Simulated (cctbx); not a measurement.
**Accept or mend?**

Cell a = 16.7080 Å, b = 4.1220 Å, c = 9.6920 Å, α = 90.00°, β = 103.58°, γ = 90.00°; space group Cm (no. 8).

The data are simulated with cctbx, not measured: Mo Kα, λ = 0.71073 Å, to d = 0.77 Å, 95 % of the full sphere, strongest reflection 5000 counts, noise from counting, a 4 % proportional error and a noise floor of 8 counts (s.d.); no absorption.

An anisotropic refinement with weights 1/σ² prints:

```text
Rint 0.043, 1681 unique reflections to 0.77 A
cycle     R1     wR2    GooF  max shift (A)
   1  0.3053  0.5917   7.610   0.16351
  10  0.1397  0.3442   4.428   0.00000
final R1 0.1397 wR2 0.3442 GooF 4.428  parameters 30  data/parameter 56.0
atom        x        y        z      Ueq    occ   su(xyz)  su(Uiso or U11)
Tm1    0.11081  0.50000  0.72740   0.0411  1.000  0.00048  0.0061
Ba1    0.27406  0.00000  0.06871   0.0000  1.000  0.00046  0.0027  NPD
Ba2    0.44677  0.50000  0.39506  -0.0042  1.000  0.00050  0.0019  NPD
Ba3    0.32792  0.00000  0.65562  -0.0035  1.000  0.00037  0.0027  NPD
Ba4    0.49804  0.50000 -0.00180   0.0004  1.000  0.00039  0.0021  NPD
difference map: max 42.13 min -18.68 rms 2.25
Q1    0.1381  0.5000  0.3343    2   43.11  3.94 A from Tm1
Q2    0.1783  0.5000  0.3232    2   39.22  3.84 A from Ba1
Q3    0.4503  0.5000  0.4055    2   23.38  0.10 A from Ba2
Q4    0.1077  0.5000  0.7345    2   21.64  0.10 A from Tm1
Q5    0.2694  0.0000  0.0582    2   16.34  0.11 A from Ba1
Q6    0.3249  0.0948  0.6529    4   14.59  0.39 A from Ba3
```

Q: Accept it or mend it, and why?

Mend it. The fault: an atom left out, Ba at (0.1668, 1/2, 0.3191). Against the right model at the same level, R1 goes from 0.0335 to 0.1397 and GooF from 0.95 to 4.43, U of Ba2 shrinks from 0.0090 to -0.0042 Å², U of Ba3 shrinks from 0.0082 to -0.0035 Å², U of Ba4 shrinks from 0.0074 to 0.0004 Å², U of Tm1 swells from 0.0068 to 0.0411 Å², the top difference peak, 43.1 e/Å³, lies 3.94 Å from Tm1 and Ba1, Ba2, Ba3 and Ba4 go non-positive-definite. Q2 is the missing atom. With scattering power missing, scale and phases suffer, so peaks may also grow on the heavy atoms.

The compound is Ba5Tm. The right model at the same level gives:

```text
Rint 0.043, 1681 unique reflections to 0.77 A
cycle     R1     wR2    GooF  max shift (A)
   1  0.0369  0.0823   1.061   0.00461
   2  0.0335  0.0738   0.951   0.00001
final R1 0.0335 wR2 0.0738 GooF 0.951  parameters 36  data/parameter 46.7
atom        x        y        z      Ueq    occ   su(xyz)  su(Uiso or U11)
Tm1    0.10986  0.50000  0.72951   0.0068  1.000  0.00011  0.0005
Ba1    0.28709  0.00000  0.07160   0.0059  1.000  0.00012  0.0007
Ba2    0.16571  0.50000  0.31895   0.0110  1.000  0.00020  0.0008
Ba3    0.43783  0.50000  0.38497   0.0090  1.000  0.00014  0.0008
Ba4    0.33738  0.00000  0.65559   0.0082  1.000  0.00017  0.0008
Ba5    0.48605  0.50000  0.00270   0.0074  1.000  0.00011  0.0007
Flack x: -0.02(3)
Hooft y: -0.003(29)  Bijvoet pairs: 827
difference map: max 1.91 min -1.70 rms 0.37
Q1    0.1667  0.0000  0.6868    2    1.92  2.35 A from Tm1
Q2    0.0624  0.5000  0.4436    2    1.87  2.33 A from Ba2
Q3    0.0543  0.0000  0.4523    2    1.61  1.90 A from Ba3
Q4    0.4053  0.5000  0.5831    2    1.57  2.12 A from Ba3
Q5    0.4559  0.5000  0.4702    2    1.45  0.81 A from Ba3
Q6    0.3989  0.0000  0.9388    2    1.43  2.51 A from Ba1
```

The model is made up (kin elements in a known structure type, no relaxation), so it says nothing on whether the phase exists.

[Middle refinement cycles are left out of these outputs.]

[Logs are printed without paths, hosts, clocks, repeated set-up lines and the standing remarks that a program may print on its own settings, such as how far it seeks lower states.]
